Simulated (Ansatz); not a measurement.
# Mo wire along [110], 17 atoms a period: bands along the axis

Aim: is the Mo wire along [110], 17 atoms a period a metal or a semiconductor?

Program: Ansatz 0.2.0. Level of theory: DFT PBE, plane waves, PAW; relaxation of a wire's period; PAW set soft_1, in the first sound run; inputs show where later runs differ. Results are calculated unless marked as measured.

## (1) The structure

The cell holds 17 atoms: 17 Mo. Cell: a = 13.120 Å, b = 15.738 Å, c = 4.469 Å, α = 90.0°, β = 90.0°, γ = 90.0°. Vacuum lies along a and b. The structure's axis is c.

## (2) The relaxed wire

Band widths follow the bond lengths, so the wire is relaxed first. The atoms and the third cell vector are free; the box across stays fixed as vacuum. A Fermi-Dirac smearing is set since the result may be a metal. The pressure printed is a third of the stress's trace over the whole box, vacuum included; only the stress along the axis is relaxed.

Contents of input.yaml:

```yaml
crystal:
  lattice:
    - [13.12, 0.0, 0.0]
    - [0.0, 15.738, 0.0]
    - [0.0, 0.0, 4.4689148571]
  atoms:
    - { symbol: Mo, position: [0.259146341, 0.49999459, 0.0] }
    - { symbol: Mo, position: [0.379573171, 0.641973077, 0.0] }
    - { symbol: Mo, position: [0.5, 0.49999459, 0.0] }
    - { symbol: Mo, position: [0.5, 0.783951564, 0.0] }
    - { symbol: Mo, position: [0.620426829, 0.641973077, 0.0] }
    - { symbol: Mo, position: [0.740853659, 0.49999459, 0.0] }
    - { symbol: Mo, position: [0.259146341, 0.358016103, 0.5] }
    - { symbol: Mo, position: [0.259146341, 0.641973077, 0.5] }
    - { symbol: Mo, position: [0.379573171, 0.49999459, 0.5] }
    - { symbol: Mo, position: [0.5, 0.358016103, 0.5] }
    - { symbol: Mo, position: [0.5, 0.641973077, 0.5] }
    - { symbol: Mo, position: [0.620426829, 0.49999459, 0.5] }
    - { symbol: Mo, position: [0.740853659, 0.358016103, 0.5] }
    - { symbol: Mo, position: [0.740853659, 0.641973077, 0.5] }
    - { symbol: Mo, position: [0.379573171, 0.358016103, 0.0] }
    - { symbol: Mo, position: [0.5, 0.216037616, 0.0] }
    - { symbol: Mo, position: [0.620426829, 0.358016103, 0.0] }
kpoints:
  mp_grid: { grid: [1, 1, 18] }
scf:
  occupations: { method: fermi_dirac, width: 0.05 }
hamiltonian:
  xc: pbe
  pseudopotentials: { kind: paw, azcp: { folder: soft_1 } }
relax:
  cell: { fix: [a, b, alpha, beta, gamma] }
  max_steps: 45
  f_tol: 0.03
```

Run with:

```bash
$ ansatz run input.yaml --threads 4 --pin off --max-ram 16384MiB --backend cpu --events-out ev --progress --plain --runs-dir out
```

Numbers of over 12 decimals in the logs are rounded to 6 here.

The program printed:

```text
Engine: ansatz 0.2.0, aarch64-unknown-linux-gnu
Pseudopotentials: kind: paw
Pseudopotential: Mo, paw, valence charge 14, recommended cutoff 420 eV (normal), soft_1/Mo.paw.azcp
Functional definition: PBE
  parameter kappa = 0.804
  parameter beta = 0.066725
  exchange = pbe_x(kappa = kappa, mu = beta*pi^2/3)
  correlation = pbe_c(beta = beta)
Crystal: 17 atoms, lattice volume = 922.753 Å³
Basis set: ecut = 420 eV, 18089 PW (Γ), exchange–correlation on 180×216×60 points (8 copies of the dense FFT grid, shifted against one another)
Bands: 143, of which v1, the nominal top of the filled ones, is band 119 counted from 1 (118 counted from 0)
Symmetry: 8 space group operations
Space group: Pmmm (ITA 47), of the structure as read, at distance tolerance 9.7e-5 Å
k-points: 10 of 18
Non-local potential: Mo, projectors of the file, l = 0: 3, l = 1: 2, l = 2: 2, l = 3: 1
PAW form: soft (Blöchl's): semilocal exchange-correlation on the pseudo side does not see the compensation charge
PAW one-centre angular grid: Mo, 590 points (default); XC on 64 Gauss nodes
Initial density: superposition of atomic densities (neutral atoms: chi_scale 0, normalization atom)
Initial wavefunctions: pseudopotential atomic-orbital guess
Functional: x = pbe(κ = 0.804, μ = 0.219515), c = pbe(β = 0.066725)
SCF iter   1: F=—  HF=-84243.448100 eV  |F-HF|=—  |Δ(HF+E_count)|=         —  Δρ=6.85e-2  dr2=2.42e2  ethr=3.10e-3  ⟨swp⟩=9.3  Hψ=6196  notcnv=0
preconditioner: auto → LDOS  [metal: Δε(μ)=0.010 eV  Ē_g=3.742 eV  σ=0.050 eV  W_gap=0.05  n_scr=172 (ndim 8)  ℏωp=12.3 eV  f_vac=0.522  D(μ)=25.30/eV (n_scr^D=184)  β→1.0]
SCF iter   2: F=—  HF=-84233.653780 eV  |F-HF|=—  |Δ(HF+E_count)|=    9.79e0  Δρ=6.97e-2  dr2=2.30e2  ethr=3.10e-3  ⟨swp⟩=6.4  Hψ=4801  notcnv=0  defer=3
SCF iter   3: F=—  HF=-84222.776326 eV  |F-HF|=—  |Δ(HF+E_count)|=    1.09e1  Δρ=1.83e-2  dr2=1.07e1  ethr=3.10e-3  ⟨swp⟩=5.5  Hψ=4078  notcnv=0
SCF iter   4: F=—  HF=-84221.983010 eV  |F-HF|=—  |Δ(HF+E_count)|=   7.93e-1  Δρ=7.23e-3  dr2=1.30e0  ethr=3.10e-3  ⟨swp⟩=3.2  Hψ=2317  notcnv=0
SCF iter   5: F=—  HF=-84221.868427 eV  |F-HF|=—  |Δ(HF+E_count)|=   1.15e-1  Δρ=2.58e-3  dr2=1.13e-1  ethr=5.48e-4  ⟨swp⟩=4.4  Hψ=2507  notcnv=0
SCF iter   6: F=—  HF=-84221.874086 eV  |F-HF|=—  |Δ(HF+E_count)|=   5.66e-3  Δρ=1.11e-3  dr2=3.02e-2  ethr=4.73e-5  ⟨swp⟩=2.6  Hψ=2481  notcnv=0
SCF iter   7: F=—  HF=-84221.874331 eV  |F-HF|=—  |Δ(HF+E_count)|=   2.45e-4  Δρ=4.29e-4  dr2=4.29e-3  ethr=1.27e-5  ⟨swp⟩=2.0  Hψ=1944  notcnv=0
SCF iter   8: F=—  HF=-84221.874388 eV  |F-HF|=—  |Δ(HF+E_count)|=   5.67e-5  Δρ=2.14e-4  dr2=1.42e-3  ethr=1.80e-6  ⟨swp⟩=2.0  Hψ=1955  notcnv=0
SCF iter   9: F=—  HF=-84221.874403 eV  |F-HF|=—  |Δ(HF+E_count)|=   1.47e-5  Δρ=6.97e-5  dr2=2.01e-4  ethr=5.96e-7  ⟨swp⟩=2.0  Hψ=1941  notcnv=0
SCF iter  10: F=—  HF=-84221.874415 eV  |F-HF|=—  |Δ(HF+E_count)|=   1.22e-5  Δρ=3.01e-5  dr2=2.35e-5  ethr=8.43e-8  ⟨swp⟩=2.1  Hψ=1992  notcnv=0
SCF iter  11: F=—  HF=-84221.875050 eV  |F-HF|=—  |Δ(HF+E_count)|=   6.35e-4  Δρ=1.11e-5  dr2=2.22e-6  ethr=9.89e-9  ⟨swp⟩=2.3  Hψ=2002  notcnv=0
SCF iter  12: F=—  HF=-84221.875051 eV  |F-HF|=—  |Δ(HF+E_count)|=   5.81e-7  Δρ=4.44e-6  dr2=3.66e-7  ethr=9.33e-10  ⟨swp⟩=2.2  Hψ=2002  notcnv=0
SCF iter  13: F=-84221.875051 eV  HF=-84221.875051 eV  |F-HF|=2.04e-8  |Δ(HF+E_count)|=   3.02e-8  Δρ=1.67e-6  dr2=4.84e-8  ethr=4.20e-11  ⟨swp⟩=6.0  Hψ=4973  notcnv=0
SCF 1 converged in 13 iterations: F = -84221.875051 eV  dr2 = 4.84e-8
  greatest PAW one-centre occupation: 0.999 electrons in one spin orbital (limit 2), on the Mo atom at site 11 (counted from 0), in its partial waves of l = 0
relax step   1: F+E_penalty+E_count = -84221.87505082 eV  Δ(F+E_penalty+E_count) = +0.000e0 eV  max|allowed force component| = 4.505e0 eV/Å  Δτ_max = 0.0000 Å  P = -6.853 GPa  Ω = 922.753 Å³  fix = [a, b, alpha, beta, gamma]  reactions: a -5.744, b -7.285 GPa  (13 SCF iters, dr2 threshold 1.00e-7 eV, accepted)
Crystal: 17 atoms, lattice volume = 903.266 Å³
Basis set: ecut = 420 eV, 17645 PW (Γ), exchange–correlation on 180×216×60 points (8 copies of the dense FFT grid, shifted against one another)
Initial density: handed on by an earlier stage of this run
Initial wavefunctions: those handed on with the density
iter 1 solved again at ethr=1.77e-3 eV; its pass at ethr=3.10e-3 eV (dr2=4.21e0 eV) is discarded
SCF iter   1: F=—  HF=-84226.435051 eV  |F-HF|=—  |Δ(HF+E_count)|=         —  Δρ=1.55e-2  dr2=4.25e0  ethr=1.77e-3  ⟨swp⟩=1.1  Hψ=8184  notcnv=0
preconditioner: auto → LDOS  [metal: Δε(μ)=0.036 eV  Ē_g=3.247 eV  σ=0.050 eV  W_gap=0.18  n_scr=172 (ndim 8)  ℏωp=12.5 eV  f_vac=0.551  D(μ)=22.89/eV (n_scr^D=156)  β→1.0]
SCF iter   2: F=—  HF=-84226.570800 eV  |F-HF|=—  |Δ(HF+E_count)|=   1.36e-1  Δρ=1.49e-2  dr2=5.36e0  ethr=1.77e-3  ⟨swp⟩=3.5  Hψ=2578  notcnv=0  defer=3
SCF iter   3: F=—  HF=-84226.134869 eV  |F-HF|=—  |Δ(HF+E_count)|=   4.36e-1  Δρ=3.34e-3  dr2=2.29e-1  ethr=1.77e-3  ⟨swp⟩=2.2  Hψ=2271  notcnv=0  defer=7
SCF iter   4: F=—  HF=-84226.119434 eV  |F-HF|=—  |Δ(HF+E_count)|=   1.54e-2  Δρ=5.15e-4  dr2=3.93e-3  ethr=9.61e-5  ⟨swp⟩=2.4  Hψ=2151  notcnv=0  defer=6
SCF iter   5: F=—  HF=-84226.119521 eV  |F-HF|=—  |Δ(HF+E_count)|=   8.73e-5  Δρ=2.34e-4  dr2=9.97e-4  ethr=1.65e-6  ⟨swp⟩=3.0  Hψ=2427  notcnv=0  defer=6
SCF iter   6: F=—  HF=-84226.120223 eV  |F-HF|=—  |Δ(HF+E_count)|=   7.02e-4  Δρ=7.71e-5  dr2=1.53e-4  ethr=4.19e-7  ⟨swp⟩=2.0  Hψ=1954  notcnv=0  defer=6
SCF iter   7: F=—  HF=-84226.120234 eV  |F-HF|=—  |Δ(HF+E_count)|=   1.15e-5  Δρ=3.50e-5  dr2=2.57e-5  ethr=6.42e-8  ⟨swp⟩=2.1  Hψ=1978  notcnv=0  defer=6
SCF iter   8: F=—  HF=-84226.120235 eV  |F-HF|=—  |Δ(HF+E_count)|=   4.50e-7  Δρ=1.63e-5  dr2=5.45e-6  ethr=1.08e-8  ⟨swp⟩=2.0  Hψ=1958  notcnv=0  defer=6
SCF iter   9: F=-84226.120235 eV  HF=-84226.120235 eV  |F-HF|=2.22e-7  |Δ(HF+E_count)|=   5.92e-8  Δρ=5.26e-6  dr2=5.24e-7  ethr=7.14e-10  ⟨swp⟩=5.2  Hψ=4481  notcnv=0
SCF 2 converged in 9 iterations: F = -84226.120235 eV  dr2 = 5.24e-7
relax step   2: F+E_penalty+E_count = -84226.12023452 eV  Δ(F+E_penalty+E_count) = -4.245e0 eV  max|allowed force component| = 2.765e0 eV/Å  Δτ_max = 0.1950 Å  P = -3.724 GPa  Ω = 903.266 Å³  energy of the carried Pulay correction = +1.231e-3 eV  fix = [a, b, alpha, beta, gamma]  reactions: a -2.963, b -4.145 GPa  (9 SCF iters, dr2 threshold 1.70e-6 eV, accepted)
Crystal: 17 atoms, lattice volume = 886.867 Å³
Basis set: ecut = 420 eV, 17273 PW (Γ), exchange–correlation on 180×216×60 points (8 copies of the dense FFT grid, shifted against one another)
[...]
relax step   6: F+E_penalty+E_count = -84227.80993187 eV  Δ(F+E_penalty+E_count) = -1.256e-2 eV  max|allowed force component| = 1.708e-1 eV/Å  Δτ_max = 0.1116 Å  P = +0.166 GPa  Ω = 877.186 Å³  energy of the carried Pulay correction = +2.921e-3 eV  fix = [a, b, alpha, beta, gamma]  reactions: a +0.124, b -0.105 GPa  (8 SCF iters, dr2 threshold 1.70e-6 eV, accepted)
[...]
relax step   7: F+E_penalty+E_count = -84227.83244376 eV  Δ(F+E_penalty+E_count) = -2.251e-2 eV  max|allowed force component| = 5.808e-2 eV/Å  Δτ_max = 0.0505 Å  P = +0.063 GPa  Ω = 881.804 Å³  energy of the carried Pulay correction = +2.618e-3 eV  fix = [a, b, alpha, beta, gamma]  reactions: a -0.003, b +0.078 GPa  (7 SCF iters, dr2 threshold 1.70e-6 eV, accepted)
[...]
relax step   8: F+E_penalty+E_count = -84227.83326183 eV  Δ(F+E_penalty+E_count) = -8.181e-4 eV  max|allowed force component| = 9.867e-2 eV/Å  Δτ_max = 0.0338 Å  P = +0.031 GPa  Ω = 883.133 Å³  energy of the carried Pulay correction = +2.532e-3 eV  fix = [a, b, alpha, beta, gamma]  reactions: a -0.036, b +0.089 GPa  (8 SCF iters, dr2 threshold 2.11e-7 eV, accepted)
[...]
relax step   9: F+E_penalty+E_count = -84227.83493367 eV  Δ(F+E_penalty+E_count) = -1.672e-3 eV  max|allowed force component| = 2.094e-2 eV/Å  Δτ_max = 0.0085 Å  P = -0.002 GPa  Ω = 882.687 Å³  energy of the carried Pulay correction = +2.561e-3 eV  fix = [a, b, alpha, beta, gamma]  reactions: a -0.042, b +0.000 GPa  (6 SCF iters, dr2 threshold 6.08e-7 eV, accepted)
Initial wavefunctions: pseudopotential atomic-orbital guess (no wavefunctions were taken with the density)
iter 1 solved again at ethr=1.32e-6 eV; its pass at ethr=3.10e-3 eV (dr2=3.14e-3 eV) is discarded
SCF iter   1: F=—  HF=-84227.831595 eV  |F-HF|=—  |Δ(HF+E_count)|=         —  Δρ=5.55e-5  dr2=4.55e-6  ethr=1.32e-6  ⟨swp⟩=4.2  Hψ=10111  notcnv=0
eigensolver tolerance schedule: the retry pair's looser diagonalisation over-reported the residual by 687.85 of it (diagonalisation noise at 0.41 of the residual, at the tolerance the schedule requests for it); recorded, not acted on — ethr = c·dr2/N_el stays at c = 1.0e-1
preconditioner: auto → LDOS  [metal: Δε(μ)=0.012 eV  Ē_g=3.463 eV  σ=0.050 eV  W_gap=0.06  n_scr=164 (ndim 8)  ℏωp=12.6 eV  f_vac=0.564  D(μ)=21.39/eV (n_scr^D=148)  β→1.0]
SCF iter   2: F=—  HF=-84227.832139 eV  |F-HF|=—  |Δ(HF+E_count)|=   5.44e-4  Δρ=1.24e-5  dr2=1.17e-6  ethr=1.91e-9  ⟨swp⟩=3.6  Hψ=3711  notcnv=0
SCF iter   3: F=—  HF=-84227.832139 eV  |F-HF|=—  |Δ(HF+E_count)|=   3.14e-7  Δρ=4.25e-6  dr2=3.47e-7  ethr=4.91e-10  ⟨swp⟩=2.3  Hψ=2618  notcnv=0
SCF iter   4: F=—  HF=-84227.832139 eV  |F-HF|=—  |Δ(HF+E_count)|=   5.84e-8  Δρ=1.15e-6  dr2=1.34e-8  ethr=1.46e-10  ⟨swp⟩=2.5  Hψ=2608  notcnv=0
SCF iter   5: F=—  HF=-84227.832139 eV  |F-HF|=—  |Δ(HF+E_count)|=   1.82e-9  Δρ=3.05e-7  dr2=2.93e-9  ethr=5.64e-12  ⟨swp⟩=2.7  Hψ=3004  notcnv=0
SCF iter   6: F=—  HF=-84227.832139 eV  |F-HF|=—  |Δ(HF+E_count)|=  4.37e-11  Δρ=1.32e-7  dr2=4.43e-10  ethr=1.23e-12  ⟨swp⟩=2.0  Hψ=1725  notcnv=0
SCF iter   7: F=-84227.832139 eV  HF=-84227.832139 eV  |F-HF|=2.91e-11  |Δ(HF+E_count)|=  1.46e-11  Δρ=4.29e-8  dr2=3.42e-11  ethr=1.00e-12  ⟨swp⟩=5.5  Hψ=4690  notcnv=0
SCF 10 converged in 7 iterations: F = -84227.832139 eV  dr2 = 3.42e-11
relax step  10: F+E_penalty+E_count = -84227.83213857 eV  Δ(F+E_penalty+E_count) = +2.795e-3 eV  max|allowed force component| = 2.062e-2 eV/Å  Δτ_max = 0.0000 Å  P = +0.001 GPa  Ω = 882.687 Å³  fix = [a, b, alpha, beta, gamma]  reactions: a -0.038, b +0.003 GPa  stress off target by 3.67e-2 GPa on what of the cell is left free  SCF on the basis re-selected at this cell (its energy is not comparable with the rows above)  (7 SCF iters)
basis re-selected at this cell: Δ(F+E_penalty+E_count) = +2.795e-3 eV, ΔP = +0.003 GPa vs the last step (what re-selecting the basis moved, of the pressure what is left beyond the Pulay correction that the steps carried, after the strain that the cell walked since its last selection, with what the two solves' SCF thresholds leave and, on support functions, any second-order correction that the steps lacked; it is no m [...]
SCF converged after 7 iterations
Free energy (F): -84227.832139 eV
Harris-Foulkes:  -84227.832139 eV  (|F-HF|=2.91e-11)
Internal energy: -84227.662002 eV  (E = F + TS)
E sigma→0 (E₀):  -84227.747070 eV
Entropy (-TS):   -0.170137 eV (-10.008 meV/atom)
Fermi energy:    3.804258 eV
--- Per-component energies (eV) ---
  E_band       = -4978.756995
  E_kinetic    = 7175.579356
  E_local      = -128029.885110  (includes V_loc(G=0)·N_el)
  E_nonlocal   = 2555.789126
  E_hartree    = 59879.893606
  E_xc         = -2974.368241
  E_vxc        = -3705.315798  (∫ρ·V_xc dr)
  E_paw        = -54613.359943  (= ΣΔE_a)
  E_vpaw       = -2734.713838  (= ΣTr[D̂ρ^β])
  E_aug_tail   = 0.000855  (compensation charges beyond the density's cutoff)
  E_ewald      = 31778.688349
  E_smearing   = -0.170137  (= −TS)
  E_closure    = 0.000000  (closes the sum)
  Σ components = -84227.832139   (vs F -84227.832139, Δ=0.00e0)
--- Forces (eV/Å), atoms counted from 1 ---
  atom   1  Mo    -0.01693369    -0.00000000     0.00000000
  atom   2  Mo     0.00497459     0.01453796    -0.00000000
  atom   3  Mo     0.00000000    -0.00000000     0.00000000
  atom   4  Mo     0.00000000    -0.02062026     0.00000000
  atom   5  Mo    -0.00497459     0.01453796     0.00000000
  atom   6  Mo     0.01693369     0.00000000    -0.00000000
  atom   7  Mo    -0.00967148    -0.00344655     0.00000000
  atom   8  Mo    -0.00967148     0.00344655     0.00000000
  atom   9  Mo    -0.00117668     0.00000000     0.00000000
  atom  10  Mo     0.00000000    -0.01074253     0.00000000
  atom  11  Mo    -0.00000000     0.01074253     0.00000000
  atom  12  Mo     0.00117668    -0.00000000    -0.00000000
  atom  13  Mo     0.00967148    -0.00344655    -0.00000000
  atom  14  Mo     0.00967148     0.00344655    -0.00000000
  atom  15  Mo     0.00497459    -0.01453796    -0.00000000
  atom  16  Mo    -0.00000000     0.02062026     0.00000000
  atom  17  Mo    -0.00497459    -0.01453796     0.00000000
  max |Σ_I F_I| component: 5.20e-18 eV/Å
--- Stress (GPa, compression-positive) ---
       -0.037941      -0.000000       0.000000
       -0.000000       0.003157      -0.000000
        0.000000      -0.000000       0.036664
  P = ⅓ Tr σ = 0.0006 GPa (0.006 kbar)
--- Relaxed structure (9 steps of the walk, 9 accepted, 1 SCFs on fresh bases) ---
  F+E_penalty+E_count = -84227.83213857 eV   max|allowed force component| = 2.062e-2 eV/Å   (the final SCF, on the basis selected at the relaxed cell)
  cell:  # Å, volume = 882.6865 Å³
    - [13.12, 0, 0]
    - [0, 15.738, 0]
    - [0, 0, 4.274872]
  atoms:
    - { symbol: Mo, position: [0.261059, 0.499995, 0.0] }
    - { symbol: Mo, position: [0.376663, 0.639165, 0] }
    - { symbol: Mo, position: [0.500000, 0.499995, 0] }
    - { symbol: Mo, position: [0.500000, 0.758278, 0.0] }
    - { symbol: Mo, position: [0.623337, 0.639165, 0] }
    - { symbol: Mo, position: [0.738941, 0.499995, 0.0] }
    - { symbol: Mo, position: [0.264022, 0.381497, 0.500000] }
    - { symbol: Mo, position: [0.264022, 0.618492, 0.500000] }
    - { symbol: Mo, position: [0.382621, 0.499995, 0.500000] }
    - { symbol: Mo, position: [0.500000, 0.339986, 0.500000] }
    - { symbol: Mo, position: [0.500000, 0.660003, 0.500000] }
    - { symbol: Mo, position: [0.617379, 0.499995, 0.500000] }
    - { symbol: Mo, position: [0.735978, 0.381497, 0.500000] }
    - { symbol: Mo, position: [0.735978, 0.618492, 0.500000] }
    - { symbol: Mo, position: [0.376663, 0.360824, 0] }
    - { symbol: Mo, position: [0.500000, 0.241711, 0] }
    - { symbol: Mo, position: [0.623337, 0.360824, 0.0] }
```

The job ended after 4 min (4 threads of Arm Neoverse V2, shared host; peak memory 3 GiB; 16 min of CPU time).

[end of part 1 of 2]

[Logs are printed without paths, hosts, clocks, repeated set-up lines and the standing remarks that a program may print on its own settings, such as how far it seeks lower states.]

[Hosts, paths, dates, database ids (printed as entryN), source tags and the programs' standing remarks are cut or masked in the printed files.]
